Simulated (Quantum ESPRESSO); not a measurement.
# MnAu2: which magnetic order is lowest, part 2 of 2

Aim: find out which collinear order of MnAu2 costs least.

Quantum ESPRESSO 7.5; LDA; plane waves with GBRV 1.5 LDA potentials, no spin-orbit coupling.

So far, absolute magnetization (μB): step 2 (run 1 (ferro +)) 4.18.

**4. Run 3, typed as antiferro q=(0,1/2,0) +−**

This order needs a doubled cell of 6 atoms.

pw.in reads:

```
&CONTROL
  calculation = 'scf'
  prefix = 'pwscf'
  outdir = './tmp'
  pseudo_dir = './pseudo'
  disk_io = 'nowf'
/
&SYSTEM
  ibrav = 0
  celldm(1) = 8
  nat = 6
  ntyp = 3
  ecutwfc = 40
  ecutrho = 280
  nbnd = 48
  occupations = 'smearing'
  smearing = 'fd'
  degauss = 0.00734986
  nspin = 2
  starting_magnetization(1) = 0.2333
  starting_magnetization(2) = -0.2333
  starting_magnetization(3) = 0
/
&ELECTRONS
  conv_thr = 1.2d-08
  electron_maxstep = 150
  mixing_beta = 0.3
/
ATOMIC_SPECIES
Mn1    54.9380 mn_lda_v1.5.uspp.F.UPF
Mn2    54.9380 mn_lda_v1.5.uspp.F.UPF
Au    196.9666 au_lda_v1.uspp.F.UPF
CELL_PARAMETERS alat
  -0.4001773610746    0.4001773610746    1.0340716702279
   0.8003547221493   -0.8003547221493    2.0681433404558
   0.4001773610746    0.4001773610746   -1.0340716702279
ATOMIC_POSITIONS crystal
Mn1     0.0000000000    0.0000000000    0.0000000000
Mn2     0.0000000000    0.5000000000    0.0000000000
Au      0.6603277800    0.3301638900    0.0000000000
Au      0.6603277800    0.8301638900    0.0000000000
Au      0.3396722200    0.1698361100    0.0000000000
Au      0.3396722200    0.6698361100    0.0000000000
K_POINTS automatic
10 5 10 0 0 0
```

Started as:

```bash
$ OMP_NUM_THREADS=1 mpirun -n 4 pw.x -nk 4 -in pw.in > pw.out
```

The program printed:

```text
     [... lines left out ...]
Program PWSCF v.7.5 starts
     [... lines left out ...]
     number of atoms/cell      =            6
     [... lines left out ...]
     number of electrons       =        74.00
     number of Kohn-Sham states=           48
     kinetic-energy cutoff     =      40.0000  Ry
     charge density cutoff     =     280.0000  Ry
     scf convergence threshold =      1.2E-08
     [... lines left out ...]
      4 Sym. Ops., with inversion, found
     [... lines left out ...]
     number of k points=   141  Fermi-Dirac smearing, width (Ry)=  0.0073
     [... lines left out ...]
     iteration # 14     ecut=    40.00 Ry     beta= 0.30
     [... lines left out ...]
     Magnetic moment per site  (integrated on atomic sphere of radius R)
     atom   1 (R=0.271)  charge= 13.5994  magn=  3.8260
     atom   2 (R=0.271)  charge= 13.5994  magn= -3.8260
     atom   3 (R=0.271)  charge=  9.0943  magn= -0.0184
     atom   4 (R=0.271)  charge=  9.0943  magn=  0.0184
     atom   5 (R=0.271)  charge=  9.0943  magn=  0.0184
     atom   6 (R=0.271)  charge=  9.0943  magn= -0.0184
     [... lines left out ...]
     the Fermi energy is    14.6084 ev
!    total energy              =    -882.00337257 Ry
     estimated scf accuracy    <          2.0E-09 Ry
     smearing contrib. (-TS)   =      -0.00862338 Ry
     [... lines left out ...]
     total magnetization       =     0.00 Bohr mag/cell
     absolute magnetization    =     8.27 Bohr mag/cell
     convergence has been achieved in  14 iterations
```

Wall time 6.2 min (4 MPI ranks of Arm Neoverse V2, shared host); peak memory 1.2 GiB; 25 min of CPU time.

Spin moment in the atom's sphere by atom:

| atom | spin moment in the atom's sphere (μB) |
| --- | --- |
| Mn1 | 3.83 |
| Mn2 | -3.83 |
| Au3 | -0.02 |
| Au4 | 0.02 |
| Au5 | 0.02 |
| Au6 | -0.02 |

Read from the output:

```yaml
smearing_term_ts: 0.1173 eV
magnetization: 0 μB
absolute_magnetization: 8.266 μB
final_state: antiferromagnetic
```

**5. Start 4: no spin polarisation**

pw.in reads:

```
&CONTROL
  calculation = 'scf'
  prefix = 'pwscf'
  outdir = './tmp'
  pseudo_dir = './pseudo'
  disk_io = 'nowf'
/
&SYSTEM
  ibrav = 0
  celldm(1) = 8
  nat = 3
  ntyp = 2
  ecutwfc = 40
  ecutrho = 280
  nbnd = 26
  occupations = 'smearing'
  smearing = 'fd'
  degauss = 0.00734986
/
&ELECTRONS
  conv_thr = 6d-09
  electron_maxstep = 150
  mixing_beta = 0.3
/
ATOMIC_SPECIES
Mn     54.9380 mn_lda_v1.5.uspp.F.UPF
Au    196.9666 au_lda_v1.uspp.F.UPF
CELL_PARAMETERS alat
  -0.4001773610746    0.4001773610746    1.0340716702279
   0.4001773610746   -0.4001773610746    1.0340716702279
   0.4001773610746    0.4001773610746   -1.0340716702279
ATOMIC_POSITIONS crystal
Mn      0.0000000000    0.0000000000    0.0000000000
Au      0.6603277800    0.6603277800    0.0000000000
Au      0.3396722200    0.3396722200    0.0000000000
K_POINTS automatic
10 10 10 0 0 0
```

The program printed:

```text
     [... lines left out ...]
Program PWSCF v.7.5 starts
     [... lines left out ...]
     number of atoms/cell      =            3
     [... lines left out ...]
     number of electrons       =        37.00
     number of Kohn-Sham states=           26
     kinetic-energy cutoff     =      40.0000  Ry
     charge density cutoff     =     280.0000  Ry
     scf convergence threshold =      6.0E-09
     [... lines left out ...]
     16 Sym. Ops., with inversion, found
     [... lines left out ...]
     number of k points=   102  Fermi-Dirac smearing, width (Ry)=  0.0073
     [... lines left out ...]
     iteration # 14     ecut=    40.00 Ry     beta= 0.30
     [... lines left out ...]
     the Fermi energy is    14.2090 ev
!    total energy              =    -440.89267237 Ry
     estimated scf accuracy    <          1.3E-09 Ry
     smearing contrib. (-TS)   =      -0.02008775 Ry
     [... lines left out ...]
     convergence has been achieved in  14 iterations
```

It took 33 s on 4 MPI ranks; peak memory 0.52 GiB.

This step gave:

```yaml
smearing_term_ts: 0.2733 eV
final_state: non-magnetic (no spin polarisation)
```

**6. The states side by side**

An order is kept where moments of 0.15 μB or more survive with the typed signs; meshes match where a doubled cell samples the same k points as the first cell.

Orders:

```
                       start        final state  typed order kept  energy over the lowest (meV a seeded atom)  largest site moment (μB)  net moment (μB a cell of the first run)  mesh matched  CPU time (s)
                     ferro +      ferromagnetic               yes                                           0                     3.804                                     3.98           yes           269
antiferro q=(1/2,1/2,1/2) +-  antiferromagnetic               yes                                       88.83                     3.868                                        0           yes         777.3
    antiferro q=(0,1/2,0) +-  antiferromagnetic               yes                                       128.5                     3.826                                        0           yes          1483
        no spin polarisation       non-magnetic                 -                                        1612                         0                                        0           yes         133.1
```

**7. Summary of results**

| Quantity | Value |
| --- | --- |
| lowest state found | ferromagnetic (from ferro +) |
| largest site moment | 3.80 μB |
| next state with moments | antiferromagnetic, 88.8 meV a seeded atom higher |
| state without moments | 1612 meV a seeded atom higher |

**Reading.** Forming the moments gains more than four times the spread of the orders, as local moments do. This is the lowest of 4 collinear or spinless starts, no proof of the ground state. Energies are free energies at an electronic temperature of 1160 K, which lowers moments and differences where the moments are itinerant.

[Logs and program files are shortened in this print: banners, set-up blocks, solver, clock and traceback lines can be left out without a mark of their own.]

[Logs are printed without paths, hosts, clocks, repeated set-up lines and the standing remarks that a program may print on its own settings, such as how far it seeks lower states.]

[Hosts, paths, dates, database ids (printed as entryN), source tags and the programs' standing remarks are cut or masked in the printed files.]

[Where a cell is said to come from a database of computed structures, the database is the Materials Project.]
